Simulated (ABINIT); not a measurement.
# A GW chain in ABINIT: MgO (Fm-3m), part 2 of 3

How does a plane-wave GW calculation on MgO (Fm-3m) run from the first input to the gap?

ABINIT 10.8.3; PBEsol and many-body steps on it, plane waves. Known limits of the many-body steps: short of the basis limit.

So far. Step 2 (Ground state): The gap is direct, at Γ.

### 3. Bands along the symmetry lines

Level of this step: DFT, PBEsol, plane waves, norm-conserving pseudopotentials (ABINIT).

The cheap functional maps the bands first; the places of the edges decide which points the dearer methods must see.

File run.abi:

```
acell 3*1.0 Angstrom
rprim 
  -0.000000000000 2.097001392700 2.097001392700
  2.097001392700 -0.000000000000 2.097001392700
  2.097001392700 2.097001392700 -0.000000000000
ntypat 2
znucl 12 8
natom 2
typat 1 2
xred 
  0.000000000000 0.000000000000 0.000000000000
  0.500000000000 0.500000000000 0.500000000000
pp_dirpath "pseudos"
pseudos "Mg.upf, O.upf"
ecut 38
iscf -2
irdden 1
kptopt 0
nkpt 50
kpt 
  0.00000000 0.00000000 0.00000000
  0.06250000 0.00000000 0.06250000
  0.12500000 0.00000000 0.12500000
  0.18750000 0.00000000 0.18750000
  0.25000000 0.00000000 0.25000000
  0.31250000 0.00000000 0.31250000
  0.37500000 0.00000000 0.37500000
  0.43750000 0.00000000 0.43750000
  0.50000000 0.00000000 0.50000000
  0.51562500 0.03125000 0.51562500
  0.53125000 0.06250000 0.53125000
  0.54687500 0.09375000 0.54687500
  0.56250000 0.12500000 0.56250000
  0.57812500 0.15625000 0.57812500
  0.59375000 0.18750000 0.59375000
  0.60937500 0.21875000 0.60937500
  0.62500000 0.25000000 0.62500000
  0.37500000 0.37500000 0.75000000
  0.32812500 0.32812500 0.65625000
  0.28125000 0.28125000 0.56250000
  0.23437500 0.23437500 0.46875000
  0.18750000 0.18750000 0.37500000
  0.14062500 0.14062500 0.28125000
  0.09375000 0.09375000 0.18750000
  0.04687500 0.04687500 0.09375000
  0.00000000 0.00000000 0.00000000
  0.06250000 0.06250000 0.06250000
  0.12500000 0.12500000 0.12500000
  0.18750000 0.18750000 0.18750000
  0.25000000 0.25000000 0.25000000
  0.31250000 0.31250000 0.31250000
  0.37500000 0.37500000 0.37500000
  0.43750000 0.43750000 0.43750000
  0.50000000 0.50000000 0.50000000
  0.50000000 0.46875000 0.53125000
  0.50000000 0.43750000 0.56250000
  0.50000000 0.40625000 0.59375000
  0.50000000 0.37500000 0.62500000
  0.50000000 0.34375000 0.65625000
  0.50000000 0.31250000 0.68750000
  0.50000000 0.28125000 0.71875000
  0.50000000 0.25000000 0.75000000
  0.50000000 0.21875000 0.71875000
  0.50000000 0.18750000 0.68750000
  0.50000000 0.15625000 0.65625000
  0.50000000 0.12500000 0.62500000
  0.50000000 0.09375000 0.59375000
  0.50000000 0.06250000 0.56250000
  0.50000000 0.03125000 0.53125000
  0.50000000 0.00000000 0.50000000
istwfk *1
nband 18
nbdbuf 5
tolwfr 1e-07
nstep 50
prtwf 0
prtvol 0
indata_prefix "in"
outdata_prefix "out"
tmpdata_prefix "tmp"
```

The run is started by

```bash
> OMP_NUM_THREADS=1 mpirun -n 4 abinit run.abi > log
```

Output:

```text
.Version 10.8.3 of ABINIT. v10.8.2 released Aug 2026.

 Symmetries : space group Fm -3 m (#225); Bravais cF (face-center cubic)
[... echo of the input left out ...]
== DATASET  1 ==================================================================
-   mpi_nproc: 4, omp_nthreads: 1 (-1 if OMP is not activated)

--- !DatasetInfo
iteration_state: {dtset: 1, }
dimensions: {natom: 2, nkpt: 50, mband: 18, nsppol: 1, nspinor: 1, nspden: 1, mpw: 1411, }
cutoff_energies: {ecut:  38.0, pawecutdg:  -1.0, }
electrons: {nelect:   1.60000000E+01, charge:   0.00000000E+00, occopt:   1.00000000E+00, tsmear:   1.00000000E-02, }

 Real(R)+Recip(G) space primitive vectors, cartesian coordinates (Bohr,Bohr^-1):
 R(1)=  0.0000000  3.9627583  3.9627583  G(1)= -0.1261747  0.1261747  0.1261747
 R(2)=  3.9627583  0.0000000  3.9627583  G(2)=  0.1261747 -0.1261747  0.1261747
 R(3)=  3.9627583  3.9627583  0.0000000  G(3)=  0.1261747  0.1261747 -0.1261747
 Unit cell volume ucvol=  1.2445798E+02 bohr^3
 Angles (23,13,12)=  6.00000000E+01  6.00000000E+01  6.00000000E+01 degrees

 getcut: wavevector=  0.0000  0.0000  0.0000  ngfft=  32  32  32
         ecut(hartree)=     38.000   => boxcut(ratio)=   2.05769

--- Pseudopotential description ------------------------------------------------
- Mg Generated using ONCVPSP code by D. R. Hamann
- 12.00000  10.00000  180301                  znucl, zion, pspdat
12 -116133 1 -1 1510                          pspcod,pspxc,lmax,lloc,mmax
     nproj     2     2     0
  pspatm : epsatm=    9.18226799
         --- l  ekb(1:nproj) -->
             0    2.230603   -0.826587
             1   -6.503151   -2.501445
 pspatm: atomic psp has been read  and splines computed

- O Generated using ONCVPSP code by D. R. Hamann
-  8.00000   6.00000  180301                  znucl, zion, pspdat
12 -116133 2 -1 936                           pspcod,pspxc,lmax,lloc,mmax
     nproj     2     2     1
  pspatm : epsatm=    6.22910120
         --- l  ekb(1:nproj) -->
             0    6.050032    0.820363
[...]
2   -1.335834
 pspatm: atomic psp has been read  and splines computed

--------------------------------------------------------------------------------

================================================================================
 prteigrs : about to open file out_EIG
 Non-SCF case, kpt    1 (  0.00000  0.00000  0.00000), residuals and eigenvalues=
  9.10E-09  2.86E-08  6.62E-08  6.50E-09  9.05E-09  8.03E-08  1.43E-08  5.92E-08
  1.19E-08  7.50E-09  8.63E-09  5.22E-08  2.99E-08  1.40E-08  8.86E-08  4.56E-08
  9.82E-08  3.35E-08
 -2.4684E+00 -1.2535E+00 -1.2535E+00 -1.2535E+00 -4.5845E-01  1.7368E-01
  1.7368E-01  1.7368E-01  3.4973E-01  7.5657E-01  7.5657E-01  7.5657E-01
  8.9385E-01  9.7221E-01  9.7221E-01  1.0716E+00  1.0716E+00  1.0716E+00
 Non-SCF case, kpt    2 (  0.06250  0.00000  0.06250), residuals and eigenvalues=
  9.25E-09  1.46E-08  6.34E-09  6.16E-08  1.66E-08  2.73E-08  8.25E-09  2.89E-08
[...]
3.59E-08  4.37E-08
[...]
Non-SCF case, kpt    3 (  0.12500  0.00000  0.12500), residuals and eigenvalues=
[...]
Non-SCF case, kpt   49 (  0.50000  0.03125  0.53125), residuals and eigenvalues=
[...]
Non-SCF case, kpt   50 (  0.50000  0.00000  0.50000), residuals and eigenvalues=
[...]
1.2333E-01  1.2333E-01  5.0597E-01  5.4259E-01  6.5499E-01  8.7338E-01
  8.7338E-01  1.1193E+00  1.1760E+00  1.3203E+00  1.3203E+00  1.4348E+00

--- !ResultsGS
iteration_state: {dtset: 1, }
comment   : Summary of ground state results
lattice_vectors:
- [ -0.0000000,   3.9627583,   3.9627583, ]
- [  3.9627583,  -0.0000000,   3.9627583, ]
- [  3.9627583,   3.9627583,  -0.0000000, ]
lattice_lengths: [   5.60419,    5.60419,    5.60419, ]
lattice_angles: [ 60.000,  60.000,  60.000, ] # degrees, (23, 13, 12)
lattice_volume:   1.2445798E+02
convergence: {deltae:  0.000E+00, res2:  0.000E+00, residm:  9.973E-08, diffor:  0.000E+00, }
etotal    :  -7.59117517E+01
entropy   :   0.00000000E+00
fermie    :   1.73675135E-01
cartesian_stress_tensor: null
pressure_GPa: null
xred      :
- [  0.0000E+00,   0.0000E+00,   0.0000E+00, Mg]
- [  5.0000E-01,   5.0000E-01,   5.0000E-01,  O]
cartesian_forces: null
force_length_stats: {min: null, max: null, mean: null, }

 Integrated electronic density in atomic spheres:
 ------------------------------------------------
 Atom  Sphere_radius  Integrated_density
[...]
================================================================================

 ----iterations are completed or convergence reached----

 Mean square residual over all n,k,spin=   32.036E-09; max=  99.728E-09
 reduced coordinates (array xred) for    2 atoms
       0.000000      0.000000      0.000000
       0.500000      0.500000      0.500000

 cartesian coordinates (angstrom) at end:
    1      0.000000     0.000000     0.000000
    2      2.097001     2.097001     2.097001
 length scales=  1.889726  1.889726  1.889726 bohr
              =  1.000000  1.000000  1.000000 angstroms
 prteigrs : about to open file out_EIG
 Eigenvalues (hartree) for nkpt=  50  k points:
 kpt#   1, nband= 18, wtk=  1.00000, kpt=  0.0000  0.0000  0.0000 (reduced coord)
[...]
kpt#   2, nband= 18, wtk=  1.00000, kpt=  0.0625  0.0000  0.0625 (reduced coord)
[...]
kpt#   3, nband= 18, wtk=  1.00000, kpt=  0.1250  0.0000  0.1250 (reduced coord)
[...]
kpt#  49, nband= 18, wtk=  1.00000, kpt=  0.5000  0.0313  0.5313 (reduced coord)
[...]
1.32121    1.45433
 kpt#  50, nband= 18, wtk=  1.00000, kpt=  0.5000  0.0000  0.5000 (reduced coord)
  -2.46796   -1.25637   -1.25462   -1.25462   -0.39908    0.02103    0.12333    0.12333
   0.50597    0.54259    0.65499    0.87338    0.87338    1.11929    1.17596    1.32026
   1.32026    1.43479

== END DATASET(S) ==============================================================
================================================================================

 -outvars: echo values of variables after computation  --------
            nband          18
             nkpt          50
          spgroup         225
 [... the other variables as echoed above ...]

 Calculation completed.
```

Run time: 3.2 s. Hardware: 4 MPI ranks of Arm Neoverse V2, shared host; peak memory 0.25 GiB; 12 s of CPU time.

Numbers from this step:

| Property | Result |
| --- | --- |
| gap | 4.791 eV |
| k of the valence top | 0, 0, 0 |
| k of the conduction bottom | 0, 0, 0 |
| least direct gap | 4.791 eV |

The gap is 4.791 eV, as in the run before at this level.

The electronic bands at the labelled points (eV, zero at the top of the highest filled band; v1 is the highest filled band, c1 the lowest empty one):

```
    point      v4     v3     v2     v1     c1     c2     c3     c4
        Γ  -17.20   0.00   0.00   0.00   4.79  15.86  15.86  15.86
  halfway  -16.40  -2.67  -0.75  -0.75   8.13  11.11  15.55  17.52
        X  -15.59  -4.15  -1.37  -1.37   9.04  10.04  13.10  19.04
  halfway  -15.57  -4.00  -1.83  -1.32   9.44  10.56  12.93  18.67
        U  -15.56  -3.56  -2.76  -1.16  10.05  11.85  12.52  18.19
jump to K  -15.56  -3.56  -2.76  -1.16  10.05  11.85  12.52  18.19
  halfway  -16.32  -2.98  -1.20  -0.40   8.21  11.96  15.42  18.00
        Γ  -17.20   0.00   0.00   0.00   4.79  15.86  15.86  15.86
  halfway  -16.57  -2.70  -0.34  -0.34   7.13  12.55  16.70  16.70
        L  -15.82  -4.71  -0.66  -0.66   7.86  12.65  16.34  16.34
  halfway  -15.67  -4.08  -1.97  -1.00   9.65  12.21  13.54  16.95
        W  -15.52  -3.01  -3.01  -1.80  11.62  11.62  12.25  15.60
  halfway  -15.55  -3.85  -1.93  -1.59   9.94  10.93  12.75  17.42
        X  -15.59  -4.15  -1.37  -1.37   9.04  10.04  13.10  19.04
```

The electronic bands as a text plot (rows in eV, shown from -8.0 to 10.8 only):

```
   10.4 |       ++   +++  ++                           +    + +++
    9.6 |         +++  +++  ++                        +      +++
    8.8 |       ++ ++++       ++                     +          +
    8.1 |     ++                +              ++++++
    7.3 |    +                   ++         +++
    6.5 |                                  +
    5.7 |  ++                      ++    ++
    4.9 |++                          ++++
    4.1 |
    3.4 |
    2.6 |
    1.8 |
    1.0 |
    0.2 |**                        ********
   -0.6 | ******            **********  *  ***********
   -1.3 |  **   ************    *  **    **         ******   ****
   -2.1 |    *         **   **** **        *          **  ****
   -2.9 |     **         ***    *           *           ****
   -3.7 |       *****  *********             **       ***   ****
   -4.5 |            **                        *******          *
   -5.3 |
   -6.0 |
   -6.8 |
   -7.6 |
         Γ           X  U|K            Γ         L        W     X
```

### 4. Empty states on the mesh, 6×6×6 mesh, 85 bands

The sums over transitions need many empty states on a uniform mesh; this step solves for them.

File run.abi:

```
acell 3*1.0 Angstrom
rprim 
  -0.000000000000 2.097001392700 2.097001392700
  2.097001392700 -0.000000000000 2.097001392700
  2.097001392700 2.097001392700 -0.000000000000
ntypat 2
znucl 12 8
natom 2
typat 1 2
xred 
  0.000000000000 0.000000000000 0.000000000000
  0.500000000000 0.500000000000 0.500000000000
pp_dirpath "pseudos"
pseudos "Mg.upf, O.upf"
ecut 38
ngkpt 6 6 6
nshiftk 1
shiftk 0 0 0
kptopt 1
chksymbreak 0
irdden 1
istwfk *1
nband 85
prtvol 0
optdriver 6
gwr_task "HDIAGO"
paral_kgb 0
occopt 1
indata_prefix "in"
outdata_prefix "out"
tmpdata_prefix "tmp"
```

Output:

```text
[banner, memory and clock lines left out]
.Version 10.8.3 of ABINIT. v10.8.2 released Aug 2026.

 Symmetries : space group Fm -3 m (#225); Bravais cF (face-center cubic)
[... echo of the input left out ...]
== DATASET  1 ==================================================================
-   mpi_nproc: 4, omp_nthreads: 1 (-1 if OMP is not activated)

--- !DatasetInfo
iteration_state: {dtset: 1, }
dimensions: {natom: 2, nkpt: 16, mband: 85, nsppol: 1, nspinor: 1, nspden: 1, mpw: 1411, }
cutoff_energies: {ecut:  38.0, pawecutdg:  -1.0, }
electrons: {nelect:   1.60000000E+01, charge:   0.00000000E+00, occopt:   1.00000000E+00, tsmear:   1.00000000E-02, }

.Using double precision arithmetic; gwpc =  8

- Reading GS density from: in_DEN

--- Pseudopotential description ------------------------------------------------
- Mg Generated using ONCVPSP code by D. R. Hamann
- 12.00000  10.00000  180301                  znucl, zion, pspdat
12 -116133 1 -1 1510                          pspcod,pspxc,lmax,lloc,mmax
     nproj     2     2     0
  pspatm : epsatm=    9.18226799
         --- l  ekb(1:nproj) -->
             0    2.230603   -0.826587
             1   -6.503151   -2.501445
 pspatm: atomic psp has been read  and splines computed

- O Generated using ONCVPSP code by D. R. Hamann
-  8.00000   6.00000  180301                  znucl, zion, pspdat
12 -116133 2 -1 936                           pspcod,pspxc,lmax,lloc,mmax
     nproj     2     2     1
  pspatm : epsatm=    6.22910120
         --- l  ekb(1:nproj) -->
             0    6.050032    0.820363
             1   -4.739617   -1.153841
             2   -1.335834
 pspatm: atomic psp has been read  and splines computed

   2.46581907E+02                                ecore*ucvol(ha*bohr**3)

 Total charge density [el/Bohr^3]
)     Maximum=    3.3833E+00  at reduced coord.    0.0625    0.9375    0.9688
)     Minimum=    1.0445E-02  at reduced coord.    0.2500    0.2500    0.2500
   Integrated=    1.6000E+01

 === KS gaps after direct diagonalization ===
 Direct band gap semiconductor
 Fundamental gap:     4.791 (eV)
   VBM:     4.726 (eV) at k: [ 0.0000E+00,  0.0000E+00,  0.0000E+00]
   CBM:     9.517 (eV) at k: [ 0.0000E+00,  0.0000E+00,  0.0000E+00]
 Direct gap:         4.791 (eV) at k: [ 0.0000E+00,  0.0000E+00,  0.0000E+00]

== END DATASET(S) ==============================================================

 -outvars: echo values of variables after computation  --------
           etotal      0.0000000000E+00
            nband          85
             nkpt          16
          spgroup         225
 [... the other variables as echoed above ...]

 Calculation completed.
```

It took 9.8 s on 4 MPI ranks; peak memory 0.69 GiB; 39 s of CPU time.

Numbers from this step:

```yaml
gap: 4.791 eV
k_of_the_valence_top: 0, 0, 0
k_of_the_conduction_bottom: 0, 0, 0
least_direct_gap: 4.791 eV
k_points_computed: 16
lowest_point_of_the_top_converged_band_above_the_valence_top: 126.9656 eV
```

On this mesh the gap is 4.791 eV.

### 5. Screening, 6×6×6 mesh, 77 bands, screening to 264 eV

The RPA dielectric matrix is built and inverted for each q.

This step: RPA screening on PBEsol, plane waves, norm-conserving pseudopotentials.

Changes to run.abi since step 4:

```diff
@@ -20,10 +20,11 @@
 chksymbreak 0
-irdden 1
 istwfk *1
-nband 85
-prtvol 0
-optdriver 6
-gwr_task "HDIAGO"
-paral_kgb 0
 occopt 1
+irdwfk 1
+optdriver 3
+nband 77
+ecuteps 9.7
+inclvkb 2
+awtr 1
+symchi 1
 indata_prefix "in"
```

Output:

```text
.Version 10.8.3 of ABINIT. v10.8.2 released Aug 2026.

 Symmetries : space group Fm -3 m (#225); Bravais cF (face-center cubic)
[... echo of the input left out ...]
== DATASET  1 ==================================================================
-   mpi_nproc: 4, omp_nthreads: 1 (-1 if OMP is not activated)

--- !DatasetInfo
iteration_state: {dtset: 1, }
dimensions: {natom: 2, nkpt: 16, mband: 77, nsppol: 1, nspinor: 1, nspden: 1, mpw: 1411, }
cutoff_energies: {ecut:  38.0, pawecutdg:  -1.0, }
electrons: {nelect:   1.60000000E+01, charge:   0.00000000E+00, occopt:   1.00000000E+00, tsmear:   1.00000000E-02, }

 SCREENING: Calculation of the susceptibility and dielectric matrices

 Based on a program developped by R.W. Godby, V. Olevano, G. Onida, and L. Reining.
 Incorporated in ABINIT by V. Olevano, G.-M. Rignanese, and M. Torrent.
.Using double precision arithmetic ; gwpc =  8

[... cell and pseudopotentials left out ...]
--------------------------------------------------------------------------------

 ==== K-mesh for the wavefunctions ====
 Number of points in the irreducible wedge :    16
[... list of points left out ...]
 Together with 48 symmetry operations and time-reversal symmetry
 yields   216 points in the full Brillouin Zone.

 ==== Q-mesh for the screening function ====
 Number of points in the irreducible wedge :    16
[... list of points left out ...]
 Together with 48 symmetry operations and time-reversal symmetry
 yields   216 points in the full Brillouin Zone.

 setmesh: FFT mesh size selected  =    24x   24x   24
          total number of points  =        13824

 vcoul_init : cutoff-mode = AUXILIARY_FUNCTION
 q-points for optical limit:   1
     1)      0.000010    0.000020    0.000030

- screening: taking advantage of time-reversal symmetry
- Maximum band index for partially occupied states nbvw = 8
- Remaining bands to be divided among processors   nbcw = 69
- Number of bands treated by each node ~17

 Number of electrons calculated from density =   16.0000; Expected =   16.0000
 average of density, n =  0.128557
 r_s =    1.2291
 omega_plasma =   34.5863 [eV]

 calculating chi0 at frequencies [eV] :
  1    0.000000E+00    0.000000E+00
  2    0.000000E+00    3.458631E+01

--------------------------------------------------------------------------------
  q-point number  1        q = ( 0.000000, 0.000000, 0.000000) [r.l.u.]
--------------------------------------------------------------------------------
[... chi0 elements left out ...]
 For q-point:  0.000010 0.000020 0.000030
  dielectric constant =   3.0738
  dielectric constant without local fields =   3.2982

  Average fulfillment of the sum rule on Im[epsilon] for q-point    1 :     64.95  [%]
[... wings left out ...]
  q-point number  2        q = ( 0.166667, 0.000000, 0.000000) [r.l.u.]
--------------------------------------------------------------------------------
[... chi0 elements left out ...]
  Average fulfillment of the sum rule on Im[epsilon] for q-point    2 :     81.13  [%]

 [... 14 further q-points ...]
```

Run time: 46 s. Hardware: 4 MPI ranks; peak memory 0.7 GiB.

This step gave:

| Quantity | Value |
| --- | --- |
| ε∞ with local fields, on this mesh | 3.074 |
| ε∞ without local fields, on this mesh | 3.298 |
| plasma frequency | 34.59 eV |
| plane waves in the screening matrix | 169 |

Local fields lower ε∞ by 7 %.

(Continued in part 3 of 3.)

[Long decimals in the printed logs are rounded to 6 places.]

[Logs are printed without paths, hosts, clocks, repeated set-up lines and the standing remarks that a program may print on its own settings, such as how far it seeks lower states.]

[Paths, hosts, dates, memory and timing lines, banners, echoed tables and standing remarks are left out of the program output; an Ansatz launch command may be rebuilt from the run's recorded settings. Measured values are a selection of at most five: reports struck by readers or far from the other reports are left out. None is set beside runs whose start may be inverted or whose files or cutoffs have a known fault.]

[Runs of the session that timed out or met a known fault of the program may be left out.]

[Hosts, paths, dates, database ids (printed as entryN), source tags and the programs' standing remarks are cut or masked in the printed files.]

[G0W0 gaps are taken among the corrected bands and points alone; a level outside them can change the order at an edge.]

[Where Ansatz stands beside ABINIT at settings called matched, ABINIT's density can come from a denser mesh and the files from another edition; pairs whose starting gaps differed by over 0.03 eV were left out, so agreement reads better than it is.]
